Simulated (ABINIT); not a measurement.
# KSrH3 (Pm-3m): from the cell to the phonon bands, part 4 of 4

How does KSrH3 (Pm-3m) vibrate, and is this structure a minimum?

ABINIT 10.8.3; DFT PBEsol, scalar-relativistic, plane waves, PseudoDojo norm-conserving pseudopotentials.

So far, lowest frequency on the path (cm⁻¹): step 11 (interpolated phonon bands) -354. Also highest frequency (cm⁻¹): step 11 1305. The relaxed cell has a = 4.720 Å (conventional setting).

The structure was built from a prototype and need not be the compound's stable phase.

### 12. Density of states

Sums over the zone need many more wavevectors than were solved, so the interpolation is sampled on a dense mesh.

anaddb.abi

```
ddb_filepath "all_DDB"
output_file "anaddb.abo"
outdata_prefix "anaddb"
ifcflag 1
ngqpt 2 2 2
nqshft 1
q1shft 0.0 0.0 0.0
asr 1
chneut 1
dipdip 1
dipquad 0
quadquad 0
prtdos 2
ng2qpt 10 10 10
dosdeltae 4.5563e-06
ntemper 11
temperinc 100.0
tempermin 0.0
```

Command:

```bash
> OMP_NUM_THREADS=1 anaddb anaddb.abi > anaddb.log
```

anaddb.abo, the main output file:

```text
-outvars_anaddb: echo values of input variables ----------------------

 Flags :
     ifcflag         1
 Miscellaneous information :
         asr         1
 Interatomic Force Constants Inputs :
      dipdip         1
     dipquad         0
    quadquad         0
      ifcana         0
      ifcout         0
 Description of grid 1 :
        brav         1
       ngqpt         2         2         2
      nqshft         1
      q1shft
                     0.00000000E+00  0.00000000E+00  0.00000000E+00
 Phonon DOS information :
   dosdeltae  4.55630000E-06
    dossmear  4.55633525E-06
 Description of grid 2 (Fourier interp. or BZ sampling):
      ng2qpt        10        10        10
      ngrids         4
      q2shft         0.00000000E+00  0.00000000E+00  0.00000000E+00

================================================================================

 read the DDB information and perform some checks

  ==== Info on the Cryst% object ====
 Real(R)+Recip(G) space primitive vectors, cartesian coordinates (Bohr,Bohr^-1):
 R(1)=  8.9186679  0.0000000  0.0000000  G(1)=  0.1121244  0.0000000  0.0000000
 R(2)=  0.0000000  8.9186679  0.0000000  G(2)=  0.0000000  0.1121244  0.0000000
 R(3)=  0.0000000  0.0000000  8.9186679  G(3)=  0.0000000  0.0000000  0.1121244
 Unit cell volume ucvol=  7.0941436E+02 bohr^3
 Angles (23,13,12)=  9.00000000E+01  9.00000000E+01  9.00000000E+01 degrees
 Time-reversal symmetry is present
 Reduced atomic positions [iatom, xred, symbol]:
    1)    0.0000000  0.0000000  0.0000000   K
    2)    0.5000000  0.5000000  0.5000000  Sr
    3)    0.5000000  0.5000000  0.0000000   H
    4)    0.5000000  0.0000000  0.5000000   H
    5)    0.0000000  0.5000000  0.5000000   H

 DDB file with 4 blocks has been read.

================================================================================

 Dielectric Tensor and Effective Charges

 anaddb : Zero the imaginary part of the Dynamical Matrix at Gamma,
   and impose the ASR on the effective charges

 The violation of the charge neutrality conditions
 by the effective charges is as follows :
    atom        electric field
 displacement     direction
       1               1       -0.006470        0.000000
       1               2        0.000000        0.000000
       1               3        0.000000        0.000000
       2               1        0.000000        0.000000
       2               2       -0.006470        0.000000
       2               3        0.000000        0.000000
       3               1        0.000000        0.000000
       3               2        0.000000        0.000000
       3               3       -0.006470        0.000000

 Effective charge tensors after
 imposition of the charge neutrality (if requested by user),
 and eventual restriction to some part :
   atom    displacement
         1         1    1.189614E+00    0.000000E+00    0.000000E+00
         1         2    0.000000E+00    1.189614E+00    0.000000E+00
         1         3    0.000000E+00    0.000000E+00    1.189614E+00
         2         1    1.731487E+00    0.000000E+00    0.000000E+00
         2         2    0.000000E+00    1.731487E+00    0.000000E+00
         2         3    0.000000E+00    0.000000E+00    1.731487E+00
         3         1   -9.126077E-01    0.000000E+00    0.000000E+00
         3         2    0.000000E+00   -9.126077E-01    0.000000E+00
         3         3    0.000000E+00    0.000000E+00   -1.095886E+00
         4         1   -9.126077E-01    0.000000E+00    0.000000E+00
         4         2    0.000000E+00   -1.095886E+00    0.000000E+00
         4         3    0.000000E+00    0.000000E+00   -9.126077E-01
         5         1   -1.095886E+00    0.000000E+00    0.000000E+00
         5         2    0.000000E+00   -9.126077E-01    0.000000E+00
         5         3    0.000000E+00    0.000000E+00   -9.126077E-01
 Now, the imaginary part of the dynamical matrix is zeroed

================================================================================

 Calculation of the interatomic forces

       Homogeneous q point set in the B.Z.
 Grid q points  :        8
  1)   0.00000000E+00  0.00000000E+00  0.00000000E+00
  2)   5.00000000E-01  0.00000000E+00  0.00000000E+00
  3)   0.00000000E+00  5.00000000E-01  0.00000000E+00
  4)   5.00000000E-01  5.00000000E-01  0.00000000E+00
  5)   0.00000000E+00  0.00000000E+00  5.00000000E-01
  6)   5.00000000E-01  0.00000000E+00  5.00000000E-01
  7)   0.00000000E+00  5.00000000E-01  5.00000000E-01
  8)   5.00000000E-01  5.00000000E-01  5.00000000E-01

 The interatomic forces have been obtained

================================================================================

 Calculation of phonon density of states

 Average speed of sound partial sums:     0.1706051787E-02 (at units)
-                                   =           3.7323 [km/s]

 Debye frequency from partial sums:     0.7456056762E-03 (Ha)
-                                 =     0.4905849679E+01 (THz)
-Debye temperature from partial sums:     0.2354436509E+03 (K)

 Average speed of sound:     0.8717206448E-04 (at units)
-                      =           0.1907 [km/s]

 Debye frequency from DOS:     0.3809731135E-04 (Ha)
-                        =     0.2506682669E+00 (THz)
-Debye temperature from DOS:     0.1203017944E+02 (K)

-
```

It took 2.6 s on 1 thread of Arm Neoverse V2, shared host.

This step gave:

- share of modes beyond 3i cm⁻¹ on the dense interpolated mesh: 0.3099

The phonon density of states has structure finer than the step of the table below, so its rows give means over 50 cm⁻¹, whole bins alone (the curve runs from -384 to 1332 cm⁻¹). Peaks (cm⁻¹: height): -109.0: 0.0265, -43.0: 0.0657, 100.0: 0.0434, 232.0: 0.0154, 551.0: 0.0388, 1156.0: 0.0711, 1266.0: 0.0268.

Tetrahedra. Phonon density of states against wavenumber; means over each step:

```csv
wavenumber (cm⁻¹),phonon density of states (1/cm⁻¹/cell)
-350,0.00333
-300,0.00801
-250,0.00830
-200,0.00936
-150,0.0132
-100,0.0185
-50,0.0265
0,0.0110
50,0.0182
100,0.0327
150,0.0239
200,0.00732
250,0.00902
300,0.00769
350,0.00859
400,0.00627
450,0.00478
500,0.00320
550,0.0189
600,5.5e-4
650,0
700,0
750,0
800,0
850,0
900,0
950,0
1000,0
1050,0
1100,0
1150,0.0288
1200,0.0114
1250,0.0127
1300,0.00732
```

### 13. Summary of results

```yaml
space_group_after_relaxation: Pm-3m
volume_per_atom: 21.0 Å³
highest_optical_zone_centre_mode_no_lo_to_term: 1150 cm⁻¹
lowest_optical_zone_centre_mode: -177.7 cm⁻¹
highest_mode_moved_by_the_lo_to_term: 1232 cm⁻¹
mean_high_frequency_dielectric_constant: 3.16
largest_born_charge_in_size_third_of_the_trace: 1.73 e
q_mesh: 2×2×2
lowest_mode_on_the_q_mesh_acoustic_ones_at_the_zone_centre_apart: -354.0 cm⁻¹
imaginary_modes_on_the_q_mesh: yes
```

In words: KSrH3 (Pm-3m) is unstable: a mode solved on the 2×2×2 mesh is imaginary, 354i cm⁻¹; its spectrum reaches 1305 cm⁻¹. At the PBEsol level the optical modes of KSrH3 (Pm-3m) at the zone centre (no LO-TO term) run from 178i to 1150 cm⁻¹, so the structure is a saddle point, with 6 modes beyond 10i cm⁻¹ there. Along the directions run, the highest mode that the macroscopic field moves lies at 1232 cm⁻¹. The most unstable solved mode lies at q = (0.5, 0.5, 0.5), on the zone boundary, so the distortion that it points to doubles the cell. These are harmonic frequencies at zero temperature: anharmonic shifts and linewidths and thermal expansion are left out. The structure is a hypothetical one, built on a prototype.

[Host names and launcher messages were left out of these logs when they were recorded.]

[Logs are printed without paths, hosts, clocks, repeated set-up lines and the standing remarks that a program may print on its own settings, such as how far it seeks lower states.]

[Hosts, paths, dates, database ids (printed as entryN), source tags and the programs' standing remarks are cut or masked in the printed files.]
